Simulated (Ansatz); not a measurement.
**YSc3: relaxing a made-up structure**

Starting from a made-up structure for YSc3, the aim is the relaxed cell, its shortest contacts and, where a second run follows, its electronic structure.

Main program and level: Ansatz 0.2.0; DFT, PBEsol, plane-wave PAW, files of the set soft_1, scalar-relativistic, no spin, cell and ions relaxed at zero pressure; PAW set soft_1, in the first sound run; inputs show where later runs differ.

## 1. The structure

The structure is cubic, space group Pm-3m (No. 221). Conventional cell: a = 4.613 Å, b = 4.613 Å, c = 4.613 Å, α = 90.00°, β = 90.00°, γ = 90.00°. Y has 12 Sc at 3.26 Å nearest. Nearest to Sc lie 4 Y at 3.26 Å and 8 Sc at 3.26 Å. Farther neighbours are not listed.

As a file:

```
Y Sc
1.0
     4.61300    0.00000    0.00000
     0.00000    4.61300    0.00000
     0.00000    0.00000    4.61300
Y Sc
1 3
Cartesian
  0.0000 0.0000 0.0000
  2.3065 0.0000 2.3065
  2.3065 2.3065 0.0000
  0.0000 2.3065 2.3065
```

## 2. Relaxing cell and atoms

The guessed cell has no reason to be at equilibrium. It is relaxed with the atoms, within the space group of the guess.

The input, input.yaml:

```yaml
crystal:
  lattice:
    - [4.613, 0.0, 0.0]
    - [0.0, 4.613, 0.0]
    - [0.0, 0.0, 4.613]
  atoms:
    - { symbol: "Y", position: [0.0, 0.0, 0.0] }
    - { symbol: Sc, position: [0.5, 0.0, 0.5] }
    - { symbol: Sc, position: [0.5, 0.5, 0.0] }
    - { symbol: Sc, position: [0.0, 0.5, 0.5] }
kpoints:
  mp_grid: { grid: [6, 6, 6] }
scf:
  occupations: { method: fermi_dirac, width: 0.05 }
hamiltonian:
  xc: pbesol
  pseudopotentials: { kind: paw, azcp: { folder: soft_1 }, xc_functional: pbe }
relax:
  f_tol: 0.015
  max_steps: 70
  cell: {}
output:
  forces: true
  stress: true
```

On the command line:

```
$ ansatz run input.yaml --threads 4 --pin off --max-ram 8192MiB --backend cpu --events-out ev --progress --plain --runs-dir out
```

Numbers of over 12 decimals in the logs are rounded to 6 here.

What it wrote:

```text
Engine: ansatz 0.2.0, aarch64-unknown-linux-gnu
Pseudopotentials: kind: paw
Pseudopotential: Y, paw, valence charge 11, recommended cutoff 420 eV (normal), soft_1/Y.paw.azcp
Pseudopotential: Sc, paw, valence charge 11, recommended cutoff 420 eV (normal), soft_1/Sc.paw.azcp
Functional definition: PBEsol
  exchange = pbesol_x
  correlation = pbesol_c
Crystal: 4 atoms, lattice volume = 98.164 Å³
Basis set: ecut = 420 eV, 1935 PW (Γ), exchange–correlation on 64×64×64 points (8 copies of the dense FFT grid, shifted against one another)
Bands: 27, of which v1, the nominal top of the filled ones, is band 22 counted from 1 (21 counted from 0)
Symmetry: 48 space group operations
Space group: Pm-3m (ITA 221), of the structure as read, at distance tolerance 4.6e-5 Å
k-points: 20 of 216
Non-local potential: Y, projectors of the file, l = 0: 3, l = 1: 2, l = 2: 2, l = 3: 1
Non-local potential: Sc, projectors of the file, l = 0: 3, l = 1: 2, l = 2: 3, l = 3: 1
PAW form: soft (Blöchl's): semilocal exchange-correlation on the pseudo side does not see the compensation charge
PAW frozen core: Y, regenerated for the run's functional, and the local potential with it (the file was generated under x = pbe(κ = 0.804, μ = 0.219515), c = pbe(β = 0.066725))
PAW frozen core: Sc, regenerated for the run's functional, and the local potential with it (the file was generated under x = pbe(κ = 0.804, μ = 0.219515), c = pbe(β = 0.066725))
PAW one-centre angular grid: Y, 590 points (default); XC on 64 Gauss nodes
PAW one-centre angular grid: Sc, 590 points (default); XC on 64 Gauss nodes
Initial density: superposition of atomic densities (chi_scale 0.1, normalization cell, long waves kept (reshape's long-wave potential 0.00 eV rms))
Initial wavefunctions: pseudopotential atomic-orbital guess
Functional: x = pbesol(κ = 0.804, μ = 0.123457), c = pbesol(β = 0.046)
SCF iter   1: F=—  HF=-10129.349083 eV  |F-HF|=—  |Δ(HF+E_count)|=         —  Δρ=2.87e-2  dr2=1.50e0  ethr=3.10e-3  ⟨swp⟩=5.2  Hψ=2216  notcnv=0
preconditioner: auto → Kerker (q_TF=auto, 2.387 Å⁻¹)  [metal: Δε(μ)=0.030 eV  Ē_g=2.269 eV  σ=0.050 eV  W_gap=0.15  n_scr=26 (ndim 8)  ℏωp=13.0 eV  f_vac=0.000  D(μ)=6.14/eV (n_scr^D=80)]
SCF iter   2: F=—  HF=-10129.027399 eV  |F-HF|=—  |Δ(HF+E_count)|=   3.22e-1  Δρ=9.68e-3  dr2=1.38e-1  ethr=3.10e-3  ⟨swp⟩=2.0  Hψ=887  notcnv=0
SCF iter   3: F=—  HF=-10128.989233 eV  |F-HF|=—  |Δ(HF+E_count)|=   3.82e-2  Δρ=4.11e-3  dr2=2.02e-2  ethr=3.14e-4  ⟨swp⟩=2.1  Hψ=769  notcnv=0
SCF iter   4: F=—  HF=-10128.985735 eV  |F-HF|=—  |Δ(HF+E_count)|=   3.50e-3  Δρ=7.61e-4  dr2=5.60e-4  ethr=4.58e-5  ⟨swp⟩=2.2  Hψ=785  notcnv=0
SCF iter   5: F=—  HF=-10128.985654 eV  |F-HF|=—  |Δ(HF+E_count)|=   8.11e-5  Δρ=1.56e-4  dr2=4.79e-5  ethr=1.27e-6  ⟨swp⟩=2.0  Hψ=663  notcnv=0
SCF iter   6: F=—  HF=-10128.985519 eV  |F-HF|=—  |Δ(HF+E_count)|=   1.35e-4  Δρ=1.86e-5  dr2=4.64e-7  ethr=1.09e-7  ⟨swp⟩=2.0  Hψ=640  notcnv=0
SCF iter   7: F=-10128.985519 eV  HF=-10128.985519 eV  |F-HF|=6.75e-9  |Δ(HF+E_count)|=   1.15e-7  Δρ=4.63e-6  dr2=1.51e-8  ethr=2.27e-10  ⟨swp⟩=4.0  Hψ=1644  notcnv=0
SCF 1 converged in 7 iterations: F = -10128.985519 eV  dr2 = 1.51e-8
  greatest PAW one-centre occupation: 0.998 electrons in one spin orbital (limit 2), on the Sc atom at site 3 (counted from 0), in its partial waves of l = 0
relax step   1: F+E_penalty+E_count = -10128.98551913 eV  Δ(F+E_penalty+E_count) = +0.000e0 eV  max|allowed force component| = 2.953e-29 eV/Å  Δτ_max = 0.0000 Å  P = +1.680 GPa  Ω = 98.164 Å³  (7 SCF iters, dr2 threshold 1.00e-7 eV, accepted)
Crystal: 4 atoms, lattice volume = 102.314 Å³
Basis set: ecut = 420 eV, 2007 PW (Γ), exchange–correlation on 64×64×64 points (8 copies of the dense FFT grid, shifted against one another)
Initial density: handed on by an earlier stage of this run
Initial wavefunctions: those handed on with the density
iter 1 solved again at ethr=5.18e-6 eV; its pass at ethr=3.10e-3 eV (dr2=2.28e-3 eV) is discarded
SCF iter   1: F=—  HF=-10129.000710 eV  |F-HF|=—  |Δ(HF+E_count)|=         —  Δρ=9.09e-4  dr2=2.31e-3  ethr=5.18e-6  ⟨swp⟩=1.1  Hψ=3041  notcnv=0
preconditioner: auto → Kerker (q_TF=auto, 2.370 Å⁻¹)  [metal: Δε(μ)=0.055 eV  Ē_g=2.059 eV  σ=0.050 eV  W_gap=0.26  n_scr=26 (ndim 8)  ℏωp=12.7 eV  f_vac=0.000  D(μ)=6.84/eV (n_scr^D=80)]
SCF iter   2: F=—  HF=-10129.000389 eV  |F-HF|=—  |Δ(HF+E_count)|=   3.21e-4  Δρ=3.54e-4  dr2=2.38e-4  ethr=5.18e-6  ⟨swp⟩=2.0  Hψ=625  notcnv=0
SCF iter   3: F=—  HF=-10129.000244 eV  |F-HF|=—  |Δ(HF+E_count)|=   1.45e-4  Δρ=1.32e-4  dr2=2.41e-5  ethr=5.41e-7  ⟨swp⟩=2.0  Hψ=618  notcnv=0
SCF iter   4: F=—  HF=-10129.000244 eV  |F-HF|=—  |Δ(HF+E_count)|=   1.81e-7  Δρ=2.67e-5  dr2=5.82e-7  ethr=5.48e-8  ⟨swp⟩=2.0  Hψ=920  notcnv=0
SCF iter   5: F=-10129.000244 eV  HF=-10129.000244 eV  |F-HF|=1.10e-8  |Δ(HF+E_count)|=   6.19e-8  Δρ=4.24e-6  dr2=2.34e-8  ethr=9.09e-10  ⟨swp⟩=3.7  Hψ=1538  notcnv=0
SCF 2 converged in 5 iterations: F = -10129.000244 eV  dr2 = 2.34e-8
relax step   2: F+E_penalty+E_count = -10129.00024394 eV  Δ(F+E_penalty+E_count) = -1.472e-2 eV  max|allowed force component| = 7.363e-30 eV/Å  Δτ_max = 0.0000 Å  P = -0.474 GPa  Ω = 102.314 Å³  energy of the carried Pulay correction = -8.236e-5 eV  (5 SCF iters, dr2 threshold 4.00e-7 eV, accepted)
Crystal: 4 atoms, lattice volume = 101.370 Å³
iter 1 solved again at ethr=2.15e-7 eV; its pass at ethr=3.10e-3 eV (dr2=9.47e-5 eV) is discarded
SCF iter   1: F=—  HF=-10129.001860 eV  |F-HF|=—  |Δ(HF+E_count)|=         —  Δρ=1.98e-4  dr2=1.10e-4  ethr=2.15e-7  ⟨swp⟩=2.0  Hψ=3027  notcnv=0
preconditioner: auto → Kerker (q_TF=auto, 2.374 Å⁻¹)  [metal: Δε(μ)=0.025 eV  Ē_g=2.078 eV  σ=0.050 eV  W_gap=0.12  n_scr=26 (ndim 8)  ℏωp=12.8 eV  f_vac=0.000  D(μ)=6.70/eV (n_scr^D=80)]
SCF iter   2: F=—  HF=-10129.001717 eV  |F-HF|=—  |Δ(HF+E_count)|=   1.43e-4  Δρ=7.70e-5  dr2=1.09e-5  ethr=2.15e-7  ⟨swp⟩=2.0  Hψ=627  notcnv=0
SCF iter   3: F=—  HF=-10129.001717 eV  |F-HF|=—  |Δ(HF+E_count)|=   9.13e-7  Δρ=2.86e-5  dr2=1.13e-6  ethr=2.48e-8  ⟨swp⟩=2.0  Hψ=622  notcnv=0
SCF iter   4: F=-10129.001717 eV  HF=-10129.001717 eV  |F-HF|=3.71e-9  |Δ(HF+E_count)|=   1.24e-8  Δρ=6.14e-6  dr2=3.12e-8  ethr=9.09e-10  ⟨swp⟩=3.9  Hψ=1595  notcnv=0
SCF 3 converged in 4 iterations: F = -10129.001717 eV  dr2 = 3.12e-8
relax step   3: F+E_penalty+E_count = -10129.00171651 eV  Δ(F+E_penalty+E_count) = -1.473e-3 eV  max|allowed force component| = 6.861e-30 eV/Å  Δτ_max = 0.0000 Å  P = -0.017 GPa  Ω = 101.370 Å³  energy of the carried Pulay correction = -6.394e-5 eV  (4 SCF iters, dr2 threshold 4.00e-7 eV, accepted)
Initial wavefunctions: pseudopotential atomic-orbital guess (no wavefunctions were taken with the density)
iter 1 solved again at ethr=6.67e-7 eV; its pass at ethr=3.10e-3 eV (dr2=2.94e-4 eV) is discarded
SCF iter   1: F=—  HF=-10129.001899 eV  |F-HF|=—  |Δ(HF+E_count)|=         —  Δρ=3.80e-5  dr2=7.00e-8  ethr=6.67e-7  ⟨swp⟩=2.6  Hψ=3391  notcnv=0
eigensolver tolerance schedule: the retry pair's looser diagonalisation over-reported the residual by 4191.23 of it (diagonalisation noise at 9.21 of the residual, at the tolerance the schedule requests for it); recorded, not acted on — ethr = c·dr2/N_el stays at c = 1.0e-1
preconditioner: auto → Kerker (q_TF=auto, 2.374 Å⁻¹)  [metal: Δε(μ)=0.024 eV  Ē_g=2.077 eV  σ=0.050 eV  W_gap=0.12  n_scr=26 (ndim 8)  ℏωp=12.8 eV  f_vac=0.000  D(μ)=6.70/eV (n_scr^D=80)]
SCF iter   2: F=—  HF=-10129.001774 eV  |F-HF|=—  |Δ(HF+E_count)|=   1.26e-4  Δρ=1.94e-5  dr2=2.23e-8  ethr=1.59e-10  ⟨swp⟩=2.6  Hψ=1028  notcnv=0
SCF iter   3: F=—  HF=-10129.001773 eV  |F-HF|=—  |Δ(HF+E_count)|=   3.82e-7  Δρ=9.78e-7  dr2=5.44e-10  ethr=5.08e-11  ⟨swp⟩=1.9  Hψ=582  notcnv=0
SCF iter   4: F=—  HF=-10129.001773 eV  |F-HF|=—  |Δ(HF+E_count)|=  4.00e-10  Δρ=2.77e-7  dr2=6.82e-11  ethr=1.24e-12  ⟨swp⟩=3.0  Hψ=1035  notcnv=0
SCF iter   5: F=-10129.001773 eV  HF=-10129.001773 eV  |F-HF|=9.09e-12  |Δ(HF+E_count)|=  2.91e-11  Δρ=9.58e-8  dr2=1.33e-11  ethr=1.00e-12  ⟨swp⟩=4.0  Hψ=1613  notcnv=0
SCF 4 converged in 5 iterations: F = -10129.001773 eV  dr2 = 1.33e-11
relax step   4: F+E_penalty+E_count = -10129.00177338 eV  Δ(F+E_penalty+E_count) = -5.687e-5 eV  max|allowed force component| = 1.528e-30 eV/Å  Δτ_max = 0.0000 Å  P = -0.017 GPa  Ω = 101.370 Å³  stress off target by 1.75e-2 GPa  SCF on the basis re-selected at this cell (its energy is not comparable with the rows above)  (5 SCF iters)
basis re-selected at this cell: Δ(F+E_penalty+E_count) = -5.687e-5 eV, ΔP = -0.001 GPa vs the last step (what re-selecting the basis moved, of the pressure what is left beyond the Pulay correction that the steps carried, after the strain that the cell walked since its last selection, with what the two solves' SCF thresholds leave and, on support functions, any second-order correction that the steps lacked; it is no m [...]
SCF converged after 5 iterations
Free energy (F): -10129.001773 eV
Harris-Foulkes:  -10129.001773 eV  (|F-HF|=9.09e-12)
Internal energy: -10128.945700 eV  (E = F + TS)
E sigma→0 (E₀):  -10128.973737 eV
Entropy (-TS):   -0.056073 eV (-14.018 meV/atom)
Fermi energy:    9.720205 eV
--- Per-component energies (eV) ---
  E_band       = -601.706742
  E_kinetic    = 937.063651
  E_local      = -3087.451511  (includes V_loc(G=0)·N_el)
  E_nonlocal   = 462.487483
  E_hartree    = 1081.421422
  E_xc         = -430.747822
  E_vxc        = -517.859194  (∫ρ·V_xc dr)
  E_paw        = -5665.709753  (= ΣΔE_a)
  E_vpaw       = -558.790108  (= ΣTr[D̂ρ^β])
  E_aug_tail   = 0.000134  (compensation charges beyond the density's cutoff)
  E_ewald      = -3426.545151
  E_core_change = 0.535849  (= ΣΔE_core)
  E_smearing   = -0.056073  (= −TS)
  E_closure    = -0.000000  (closes the sum)
  Σ components = -10129.001773   (vs F -10129.001773, Δ=0.00e0)
--- Forces (eV/Å), atoms counted from 1 ---
  atom   1  Y     -0.00000000    -0.00000000    -0.00000000
  atom   2  Sc     0.00000000    -0.00000000     0.00000000
  atom   3  Sc     0.00000000     0.00000000    -0.00000000
  atom   4  Sc     0.00000000     0.00000000     0.00000000
  max |Σ_I F_I| component: 2.30e-30 eV/Å
--- Stress (GPa, compression-positive) ---
       -0.017473       0.000000       0.000000
        0.000000      -0.017473       0.000000
        0.000000       0.000000      -0.017473
  P = ⅓ Tr σ = -0.0175 GPa (-0.175 kbar)
--- Relaxed structure (3 steps of the walk, 3 accepted, 1 SCFs on fresh bases) ---
  F+E_penalty+E_count = -10129.00177338 eV   max|allowed force component| = 1.528e-30 eV/Å   (the final SCF, on the basis selected at the relaxed cell)
  cell:  # Å, volume = 101.3704 Å³
    - [4.662695, 0, 0]
    - [0, 4.662695, 0.0]
    - [0, 0.0, 4.662695]
  atoms:
    - { symbol: Y, position: [0, 0, 0] }
    - { symbol: Sc, position: [0.5, 0, 0.5] }
    - { symbol: Sc, position: [0.5, 0.5, 0] }
    - { symbol: Sc, position: [0, 0.5, 0.5] }
```

The job ended after 3.2 s (4 threads of Arm Neoverse V2, shared host; peak memory 0.5 GiB).

Step by step:

| step | energy less that of the first step (eV) | largest force component (eV/Å) | pressure (GPa) | volume (Å³) |
| --- | --- | --- | --- | --- |
| 1 | 0.0000 | 0.0000 | 1.68 | 98.16 |
| 2 | -0.0147 | 0.0000 | -0.47 | 102.31 |
| 3 | -0.0162 | 0.0000 | -0.02 | 101.37 |
| 4* | -0.0163 | 0.0000 | -0.02 | 101.37 |

Relaxation steps marked * repeat the geometry before them on a plane-wave basis chosen anew for their cell, so energy and pressure can jump there.

Forces are held to the 48 operations that the run works with; a distortion that breaks them can't arise in this run.

| conventional cell, symmetrised | before | after | change |
| --- | --- | --- | --- |
| a (Å) | 4.613 | 4.663 | +1.1 % |
| b (Å) | 4.613 | 4.663 | +1.1 % |
| c (Å) | 4.613 | 4.663 | +1.1 % |
| volume (Å³/atom) | 24.54 | 25.34 | +3.3 % |

Final coordinates:

```xyz
4
Lattice="4.6627 0.0000 0.0000 0.0000 4.6627 0.0000 0.0000 0.0000 4.6627" Properties=species:S:1:pos:R:3 pbc="T T T"
Y     0.0000    0.0000    0.0000
Sc    2.3313    0.0000    2.3313
Sc    2.3313    2.3313    0.0000
Sc    0.0000    2.3313    2.3313
```

This step gave:

| Item | Value |
| --- | --- |
| free energy | -10129.0018 eV |
| energy at zero smearing | -10128.9737 eV |
| smearing term TS | 0.05607 eV |
| Fermi energy | 9.720 eV |
| electrons | 44 |
| symmetry operations | 48 |
| pressure | -0.01747 GPa |

Shortest distances by pair of elements, guess and relaxed (not always the same contact):

| pair | guess (Å) | relaxed (Å) |
| --- | --- | --- |
| Sc–Y | 3.262 | 3.297 |
| Sc–Sc | 3.262 | 3.297 |
| Y–Y | 4.613 | 4.663 |

The relaxation ends with a pressure of -0.02 GPa.

[end of part 1 of 2]

[Logs are printed without paths, hosts, clocks, repeated set-up lines and the standing remarks that a program may print on its own settings, such as how far it seeks lower states.]

[Hosts, paths, dates, database ids (printed as entryN), source tags and the programs' standing remarks are cut or masked in the printed files.]
